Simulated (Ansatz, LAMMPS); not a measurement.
## Molecular dynamics of amorphous Hg33S25Se8 (66 atoms)

Wanted: a short trajectory of amorphous Hg33S25Se8 (66 atoms) with its pair distributions.

Main program and level: Ansatz 0.2.0; Kohn-Sham DFT, LDA, PAW (set soft_2), plane waves.

### 1. The structure

The cell holds 66 atoms: 33 Hg, 25 S and 8 Se. Cell: a = 12.034 Å, b = 12.034 Å, c = 12.034 Å, α = 90.0°, β = 90.0°, γ = 90.0°. 66 atoms (33 Hg, 25 S, 8 Se) placed at random at 7.67 g/cm³, melted at 2500 K for 10 ps at fixed volume with the Stillinger-Weber II-VI potential (Zhou et al., Phys. Rev. B 88, 085309 (2013)). Quenched from 2500 K to 500 K at 30 K/ps and fixed volume, held 5 ps, then minimised at fixed cell.

Limits known from the start: The quench rate of 30 K/ps is many orders above laboratory rates, so the cell is likely richer in defects and strain than a real sample. The network of bonds at the start is that of the classical potential that made the cell. Only the Γ point is sampled, in a cell whose shortest periodic width is 12 Å. Spin–orbit coupling is left out, which matters for the levels of the heavy elements.

### 2. Dynamics started at 600 K

A Nosé–Hoover thermostat steers the temperature while disturbing the dynamics little. The time step is 2.0 fs.

Contents of input.yaml:

```yaml
crystal:
  lattice:
    - [12.034, 0.0, 0.0]
    - [0.0, 12.034, 0.0]
    - [0.0, 0.0, 12.034]
  atoms:
    - { symbol: Hg, position: [0.98032, 0.53875, 0.38389] }
    - { symbol: Hg, position: [0.67744, 0.67329, 0.79565] }
    - { symbol: Hg, position: [0.55489, 0.6429, 0.45716] }
    - { symbol: Hg, position: [0.77004, 0.80949, 0.25405] }
    [... 56 atom lines left out ...]
    - { symbol: Se, position: [0.7182, 0.33271, 0.76322] }
    - { symbol: Se, position: [0.21055, 0.93034, 0.09987] }
    - { symbol: Se, position: [0.53486, 0.28326, 0.12924] }
    - { symbol: Se, position: [0.42001, 0.39157, 0.9098] }
    - { symbol: Se, position: [0.53162, 0.14447, 0.87617] }
    - { symbol: Se, position: [0.04161, 0.84361, 0.39322] }
kpoints:
  mp_grid: { grid: [1, 1, 1] }
hamiltonian:
  xc: lda
scf:
  occupations: { method: fermi_dirac, width: 0.05 }
output:
  forces: true
  stress: true
md:
  timestep: 2.0
  n_steps: 47
  ensemble: nvt_nose_hoover
  temperature: 600
  initial_velocities: maxwell_boltzmann
  seed: 9797
```

Started as:

```
$ ansatz run input.yaml --threads 4 --pin off --max-ram 8192MiB --backend cpu --events-out ev --progress --plain --runs-dir out
```

The job ended after 17 min (4 threads of Arm Neoverse V2, shared host; peak memory 2.8 GiB).

The program notes that the SCF threshold is loose for the stress and it switched symmetry off.

Rows from the run:

| time (fs) | T (K) | potential (meV/atom) | conserved (meV/atom) |
| --- | --- | --- | --- |
| 0.0 | 600 | 0.0 | 0.00 |
| 6.0 | 584 | 2.1 | 0.00 |
| 12.0 | 581 | 2.4 | 0.00 |
| 18.0 | 594 | 0.8 | 0.00 |
| 26.0 | 633 | -4.1 | 0.00 |
| 32.0 | 674 | -9.3 | -0.01 |
| 38.0 | 718 | -15.0 | -0.02 |
| 44.0 | 757 | -20.2 | -0.03 |
| 50.0 | 783 | -23.9 | -0.03 |
| 56.0 | 796 | -26.3 | -0.02 |
| 62.0 | 808 | -28.8 | -0.02 |
| 68.0 | 823 | -32.0 | -0.06 |
| 76.0 | 790 | -29.9 | -0.12 |
| 82.0 | 745 | -25.8 | 0.10 |
| 88.0 | 843 | -40.6 | -0.13 |
| 94.0 | 921 | -53.2 | -0.13 |

Mean square displacement from the first frame to the last: Hg 0.063 Å², S 0.27 Å², Se 0.12 Å².

The mean square displacement by time lag:

| time lag (fs) | Hg (Å²) | S (Å²) | Se (Å²) |
| --- | --- | --- | --- |
| 2.0 | 3.4e-5 | 2.5e-4 | 7.8e-5 |
| 4.0 | 1.4e-4 | 0.00101 | 3.1e-4 |
| 6.0 | 3.1e-4 | 0.00225 | 7.0e-4 |
| 8.0 | 5.5e-4 | 0.00398 | 0.00123 |
| 10.0 | 8.6e-4 | 0.00619 | 0.00192 |
| 12.0 | 0.00124 | 0.00886 | 0.00274 |
| 14.0 | 0.00168 | 0.0120 | 0.00371 |
| 16.0 | 0.00220 | 0.0156 | 0.00482 |
| 18.0 | 0.00278 | 0.0196 | 0.00606 |
| 20.0 | 0.00342 | 0.0240 | 0.00742 |
| 22.0 | 0.00414 | 0.0289 | 0.00892 |
| 24.0 | 0.00492 | 0.0342 | 0.0105 |
| 26.0 | 0.00576 | 0.0398 | 0.0123 |
| 28.0 | 0.00667 | 0.0458 | 0.0141 |
| 30.0 | 0.00765 | 0.0522 | 0.0161 |
| 32.0 | 0.00868 | 0.0589 | 0.0182 |
| 34.0 | 0.00978 | 0.0659 | 0.0203 |
| 36.0 | 0.0109 | 0.0731 | 0.0226 |
| 38.0 | 0.0122 | 0.0807 | 0.0250 |
| 40.0 | 0.0135 | 0.0884 | 0.0274 |
| 42.0 | 0.0148 | 0.0963 | 0.0300 |
| 44.0 | 0.0162 | 0.104 | 0.0326 |
| 46.0 | 0.0177 | 0.113 | 0.0353 |
| 48.0 | 0.0192 | 0.121 | 0.0381 |

Over the second half of 94 fs the temperature averages 809 K with swings of 43 K r.m.s. The conserved energy stays within 0.16 meV/atom. From first frame to last S has the largest mean square displacement, 0.27 Å² at the end; the farthest move is 0.88 Å. The mean temperature of 809 K lies well off the 600 K of the input, so the thermostat hasn't yet brought the run to equilibrium. The count of bonds goes from 130 in the first frame to 123 in the last, by one set of cutoffs: 9 pairs passed out of them and 2 came within. The run spans 0.09 ps, too short for its means to be equilibrium values.

### 3. Local order late in the run

The g(r) is a mean over the second half; what follows it is taken at the last frame.

Density 7.67 g/cm³, 26.41 Å³ an atom.

Mean of 13 frames. Pair distribution functions g(r), in bins of 0.2 Å:

| r (Å) | total | Hg-Hg | Hg-S | Hg-Se | S-S | S-Se | Se-Se |
| --- | --- | --- | --- | --- | --- | --- | --- |
| 1.70 | 0.02 | 0.00 | 0.00 | 0.00 | 0.11 | 0.00 | 0.00 |
| 1.90 | 0.03 | 0.00 | 0.00 | 0.00 | 0.19 | 0.00 | 0.00 |
| 2.10 | 0.01 | 0.00 | 0.00 | 0.00 | 0.08 | 0.00 | 0.00 |
| 2.30 | 0.71 | 0.00 | 1.79 | 0.11 | 0.13 | 0.00 | 0.00 |
| 2.50 | 1.78 | 0.00 | 4.00 | 2.05 | 0.14 | 0.00 | 0.00 |
| 2.70 | 1.94 | 0.00 | 3.30 | 5.16 | 0.40 | 0.00 | 0.00 |
| 2.90 | 1.00 | 0.00 | 1.28 | 3.58 | 0.37 | 0.29 | 0.00 |
| 3.10 | 0.61 | 0.26 | 0.57 | 1.19 | 1.06 | 0.39 | 0.00 |
| 3.30 | 0.68 | 1.27 | 0.38 | 0.37 | 0.70 | 0.39 | 2.94 |
| 3.50 | 0.80 | 1.83 | 0.47 | 0.00 | 0.73 | 0.28 | 2.02 |
| 3.70 | 1.07 | 1.63 | 0.51 | 0.68 | 2.10 | 0.55 | 2.96 |
| 3.90 | 1.06 | 1.43 | 0.65 | 0.70 | 1.85 | 0.99 | 0.79 |
| 4.10 | 1.33 | 1.75 | 0.88 | 1.09 | 2.21 | 0.94 | 1.30 |
| 4.30 | 1.44 | 1.98 | 0.90 | 0.37 | 2.15 | 2.77 | 0.00 |
| 4.50 | 1.22 | 1.08 | 0.88 | 0.94 | 1.43 | 2.85 | 2.40 |
| 4.70 | 0.99 | 0.85 | 1.00 | 0.79 | 0.71 | 1.82 | 2.41 |
| 4.90 | 0.87 | 0.89 | 1.06 | 0.58 | 1.01 | 0.25 | 0.28 |
| 5.10 | 0.76 | 0.70 | 0.89 | 0.81 | 0.78 | 0.41 | 0.06 |
| 5.30 | 0.82 | 0.83 | 0.86 | 1.05 | 0.55 | 0.59 | 1.84 |
| 5.50 | 0.80 | 0.79 | 1.03 | 0.83 | 0.30 | 0.58 | 1.05 |
| 5.70 | 0.89 | 0.90 | 1.12 | 0.75 | 0.63 | 0.56 | 0.66 |
| 5.90 | 0.97 | 0.74 | 1.09 | 1.55 | 0.61 | 1.07 | 0.05 |

Bonds by pair of elements; cutoffs follow the first minimum of g(r), held within bounds set by covalent radii, and pairs that aren't listed don't count as bonded:

| pair A-B | cutoff (Å) | bonds | mean length (Å) | spread (Å) | shortest (Å) | B about A | A about B |
| --- | --- | --- | --- | --- | --- | --- | --- |
| Hg-S | 3.15 | 85 | 2.61 | 0.206 | 2.27 | 2.58 | 3.4 |
| Hg-Se | 3.35 | 36 | 2.79 | 0.201 | 2.36 | 1.09 | 4.5 |
| S-S | 2.37 | 2 | 2.18 | 0.15 | 2.02 | 0.16 | 0.16 |

How many atoms have how many bonded neighbours:

| element | mean | 3 | 4 | 5 | 6 |
| --- | --- | --- | --- | --- | --- |
| Hg | 3.67 | 13 | 18 | 2 | 0 |
| S | 3.56 | 14 | 9 | 1 | 1 |
| Se | 4.5 | 1 | 3 | 3 | 1 |

Bond angles, per cent of each kind in bins of 5°:

| angle (°) | Hg-S-Hg | S-Hg-S | S-Hg-Se | Hg-Se-Hg | Se-Hg-Se |
| --- | --- | --- | --- | --- | --- |
| 55–60 | 0.0 | 2.4 | 0.0 | 0.0 | 0.0 |
| 60–65 | 0.0 | 0.0 | 0.0 | 1.5 | 0.0 |
| 65–70 | 0.0 | 1.2 | 4.0 | 6.1 | 0.0 |
| 70–75 | 0.9 | 0.0 | 0.0 | 6.1 | 0.0 |
| 75–80 | 11.6 | 1.2 | 2.7 | 6.1 | 0.0 |
| 80–85 | 6.2 | 1.2 | 1.4 | 7.6 | 9.1 |
| 85–90 | 11.6 | 9.8 | 1.4 | 3.0 | 9.1 |
| 90–95 | 6.2 | 8.5 | 10.8 | 12.1 | 0.0 |
| 95–100 | 10.7 | 12.2 | 13.5 | 7.6 | 0.0 |
| 100–105 | 4.5 | 14.6 | 10.8 | 10.6 | 0.0 |
| 105–110 | 10.7 | 12.2 | 12.2 | 3.0 | 9.1 |
| 110–115 | 5.4 | 7.3 | 6.8 | 7.6 | 18.2 |
| 115–120 | 5.4 | 6.1 | 12.2 | 6.1 | 9.1 |
| 120–125 | 2.7 | 3.7 | 6.8 | 4.5 | 9.1 |
| 125–130 | 4.5 | 4.9 | 6.8 | 1.5 | 9.1 |
| 130–135 | 4.5 | 2.4 | 0.0 | 1.5 | 9.1 |
| 135–140 | 2.7 | 4.9 | 2.7 | 4.5 | 0.0 |
| 140–145 | 0.9 | 3.7 | 1.4 | 1.5 | 0.0 |
| 145–150 | 1.8 | 0.0 | 2.7 | 4.5 | 9.1 |
| 150–155 | 0.9 | 2.4 | 2.7 | 0.0 | 9.1 |
| 155–160 | 2.7 | 0.0 | 1.4 | 3.0 | 0.0 |
| 160–165 | 0.0 | 1.2 | 0.0 | 1.5 | 0.0 |
| 165–170 | 3.6 | 0.0 | 0.0 | 0.0 | 0.0 |
| 170–175 | 1.8 | 0.0 | 0.0 | 0.0 | 0.0 |
| 175–180 | 0.9 | 0.0 | 0.0 | 0.0 | 0.0 |

Bond angles (no mean is given where the spread exceeds 20°):

| angle | count | mean (°) | spread (°) |
| --- | --- | --- | --- |
| Hg-S-Hg | 112 | - | - |
| S-Hg-S | 82 | 108 | 19.8 |
| S-Hg-Se | 74 | 109 | 19.1 |
| Hg-Se-Hg | 66 | - | - |
| Se-Hg-Se | 11 | - | - |

Bond length by coordination (bonds to H left out):

| element | coordination | atoms | mean bond length (Å) |
| --- | --- | --- | --- |
| Hg | 3 | 13 | 2.60 |
| Hg | 4 | 18 | 2.69 |
| Hg | 5 | 2 | 2.74 |
| S | 3 | 14 | 2.51 |
| S | 4 | 9 | 2.63 |
| S | 5 | 1 | 2.67 |
| S | 6 | 1 | 2.81 |
| Se | 3 | 1 | 2.62 |
| Se | 4 | 3 | 2.76 |
| Se | 5 | 3 | 2.81 |
| Se | 6 | 1 | 2.90 |

Rings of the network by King's shortest-path rule, up to 12 atoms, one path for each pair of neighbours; H, halogens, alkali and alkaline-earth atoms are left out, and the last column divides by all other atoms, bonded or not:

| ring size (atoms) | rings | per network atom |
| --- | --- | --- |
| 4 | 20 | 0.303 |
| 5 | 3 | 0.045 |
| 6 | 45 | 0.682 |
| 7 | 5 | 0.076 |
| 8 | 55 | 0.833 |
| 9 | 1 | 0.015 |
| 10 | 9 | 0.136 |

With the cutoffs above, 55 % of Hg atoms have 4, 56 % of S atoms have 3 and 38 % of Se atoms have 4 and as many 5 bonded neighbours. Rings of 8 atoms are the most common (40 % of those counted); sizes run from 4 to 10.

### 4. Single point at the last frame

The last frame is solved once more, with the analyses that the dynamics left out.

Contents of input.yaml:

```yaml
crystal:
  lattice:
    - [12.034, 0.0, 0.0]
    - [0.0, 12.034, 0.0]
    - [0.0, 0.0, 12.034]
  atoms:
    - { symbol: Hg, position: [0.9841, 0.53434, 0.37293] }
    - { symbol: Hg, position: [0.67581, 0.67034, 0.80415] }
    - { symbol: Hg, position: [0.53576, 0.62193, 0.44374] }
    - { symbol: Hg, position: [0.77225, 0.80315, 0.24589] }
    [... 56 atom lines left out ...]
    - { symbol: Se, position: [0.73719, 0.34391, 0.77111] }
    - { symbol: Se, position: [0.22224, 0.95148, 0.08968] }
    - { symbol: Se, position: [0.52818, 0.29869, 0.16141] }
    - { symbol: Se, position: [0.43331, 0.39018, 0.90054] }
    - { symbol: Se, position: [0.55283, 0.14323, 0.88597] }
    - { symbol: Se, position: [0.03176, 0.87071, 0.42382] }
kpoints:
  mp_grid: { grid: [1, 1, 1] }
hamiltonian:
  xc: lda
scf:
  occupations: { method: fermi_dirac, width: 0.05 }
output:
  forces: true
  stress: true
  populations: true
  dos:
    method: { smearing: { sigma: 0.08 } }
    de: 0.1
    projected: { site_lists: { Hg: [Hg], S: [S], Se: [Se] } }
  eigenvalues: true
  write_density: true
  write_potential: true
  volumetric_format: npy
  elf: true
```

It took 54 s on 4 threads; peak memory 2.6 GiB.

The run gave:

```yaml
free_energy: -511032.8487 eV
free_energy_per_atom: -7742.9219 eV/atom
scf_cycles: 12
pressure: -0.926 GPa
r_m_s_force_component: 0.6016 eV/Å
longest_force: 2.461 eV/Å
fermi_energy: 8.237 eV
levels_partly_filled_by_over_2_per_cent: 3
spilling_of_the_projection: 0.008019
```

Neighbours are counted within 3.15 Å (Hg-S), 3.35 Å (Hg-Se), 2.37 Å (S-S), the cutoffs taken from the dynamics.

Length of the force by element and coordination:

| element | coordination | atoms | mean length of the force (eV/Å) | spread | least | most |
| --- | --- | --- | --- | --- | --- | --- |
| Hg | all | 33 | 0.921 | 0.523 | 0.151 | 2.46 |
| Hg | 3 | 13 | 1.01 | 0.663 | 0.225 | 2.46 |
| Hg | 4 | 18 | 0.815 | 0.372 | 0.151 | 1.44 |
| Hg | 5 | 2 | 1.27 | 0.359 | 0.913 | 1.63 |
| S | all | 25 | 0.942 | 0.433 | 0.101 | 1.85 |
| S | 3 | 14 | 0.957 | 0.418 | 0.362 | 1.85 |
| S | 4 | 9 | 1.04 | 0.394 | 0.530 | 1.65 |
| S | 5 | 1 | 0.695 | 0 | 0.695 | 0.695 |
| S | 6 | 1 | 0.101 | 0 | 0.101 | 0.101 |
| Se | all | 8 | 0.897 | 0.409 | 0.155 | 1.59 |
| Se | 3 | 1 | 0.993 | 0 | 0.993 | 0.993 |
| Se | 4 | 3 | 1.15 | 0.397 | 0.627 | 1.59 |
| Se | 5 | 3 | 0.539 | 0.277 | 0.155 | 0.798 |
| Se | 6 | 1 | 1.11 | 0 | 1.11 | 1.11 |

Density of states as counts of states in windows of 1 eV (from the Fermi level), total and the larger projections:

| from (eV) | to (eV) | total | Hg d | S p | Hg s | Se p | S s |
| --- | --- | --- | --- | --- | --- | --- | --- |
| -18 | -16 | 0.0 | 0.0 | 0.0 | 0.0 | 0.0 | 0.0 |
| -16 | -15 | 2.0 | 0.0 | 0.2 | 0.1 | 0.0 | 1.7 |
| -15 | -14 | 4.6 | 0.2 | 0.1 | 0.5 | 0.0 | 3.5 |
| -14 | -13 | 29.7 | 2.0 | 0.3 | 2.6 | 0.1 | 13.4 |
| -13 | -12 | 24.6 | 1.8 | 0.4 | 1.3 | 0.1 | 18.3 |
| -12 | -11 | 5.1 | 0.4 | 0.2 | 0.2 | 0.0 | 4.2 |
| -11 | -9 | 0.0 | 0.0 | 0.0 | 0.0 | 0.0 | 0.0 |
| -9 | -8 | 13.8 | 9.8 | 3.1 | 0.6 | 0.1 | 0.1 |
| -8 | -7 | 125.8 | 106.6 | 10.9 | 3.3 | 3.7 | 0.7 |
| -7 | -6 | 190.3 | 179.1 | 4.6 | 2.2 | 1.7 | 1.9 |
| -6 | -5 | 25.2 | 8.4 | 6.5 | 7.0 | 1.9 | 0.8 |
| -5 | -4 | 33.1 | 6.5 | 10.8 | 9.9 | 3.6 | 1.5 |
| -4 | -3 | 28.3 | 3.2 | 14.4 | 4.0 | 4.7 | 0.8 |
| -3 | -2 | 40.5 | 3.9 | 22.7 | 2.1 | 9.2 | 0.5 |
| -2 | -1 | 48.2 | 4.2 | 30.5 | 1.8 | 9.1 | 0.4 |
| -1 | 0 | 22.4 | 1.4 | 14.1 | 2.0 | 3.4 | 0.2 |
| 0 | 1 | 20.9 | 0.6 | 7.8 | 6.8 | 2.8 | 0.5 |
| 1 | 2 | 27.2 | 0.5 | 8.6 | 9.9 | 3.2 | 0.6 |
| 2 | 3 | 19.3 | 0.3 | 5.1 | 6.2 | 1.7 | 0.3 |
| 3 | 4 | 26.2 | 0.2 | 2.1 | 1.8 | 0.6 | 0.1 |
| 4 | 5 | 35.1 | 0.2 | 1.8 | 1.2 | 0.5 | 0.1 |

The curve was stored every 0.100 eV, coarse against its broadening of 0.08 eV, so these counts are rough.

The stored curve holds about 594 of the 938 electrons; the rest, give or take the few that broadening carries across the Fermi level, lie in deeper levels below its range.

The levels nearest the highest filled one (over half full), pooled over k-points and spins:

| level less the highest filled one (eV) | occupation |
| --- | --- |
| -0.621 | 2 |
| -0.511 | 2 |
| -0.486 | 2 |
| -0.333 | 2.00 |
| -0.254 | 1.99 |
| 0 | 1.33 |
| 0.0972 | 0.446 |
| 0.147 | 0.19 |
| 0.234 | 0.036 |
| 0.395 | 0.001 |
| 0.486 | 0 |
| 0.637 | 0 |

Within 0.4 eV of the Fermi level the largest share is S p (55 % of the projected weight).

### 5. Summary of results

| Item | Value |
| --- | --- |
| mean temperature, second half | 809.2 K |
| temperature swing, second half | 42.67 K |
| mean pressure, second half | -1.008 GPa |
| slope of the conserved energy against time, by least squares | -1.003 meV/atom/ps |
| free energy per atom | -7742.9219 eV/atom |
| pressure | -0.926 GPa |
| r.m.s. force component | 0.6016 eV/Å |
| wall time of the 2 DFT runs | 18 min |

**Reading.** Over the second half of 94 fs the temperature averages 809 K with swings of 43 K r.m.s. The conserved energy stays within 0.16 meV/atom. The mean temperature of 809 K lies well off the 600 K of the input, so the thermostat hasn't yet brought the run to equilibrium. The count of bonds goes from 130 in the first frame to 123 in the last, by one set of cutoffs: 9 pairs passed out of them and 2 came within. The run spans 0.09 ps, too short for its means to be equilibrium values. With the cutoffs above, 55 % of Hg atoms have 4, 56 % of S atoms have 3 and 38 % of Se atoms have 4 and as many 5 bonded neighbours. Counting bands leaves a spacing of only 0.097 eV (at Γ alone), which the smearing bridges: 3 levels are partly filled by over 2 %, so a gap, if any, is small at this level.

Caveats: The network of bonds at the start is that of the classical potential that made the cell; in DFT 9 of its 130 bonded pairs passed out of the cutoffs and 2 came within them. The pressure of a single frame lacks the kinetic term, about 0.42 GPa here.

[Logs are printed without paths, hosts, clocks, repeated set-up lines and the standing remarks that a program may print on its own settings, such as how far it seeks lower states.]

[Hosts, paths, dates, database ids (printed as entryN), source tags and the programs' standing remarks are cut or masked in the printed files.]
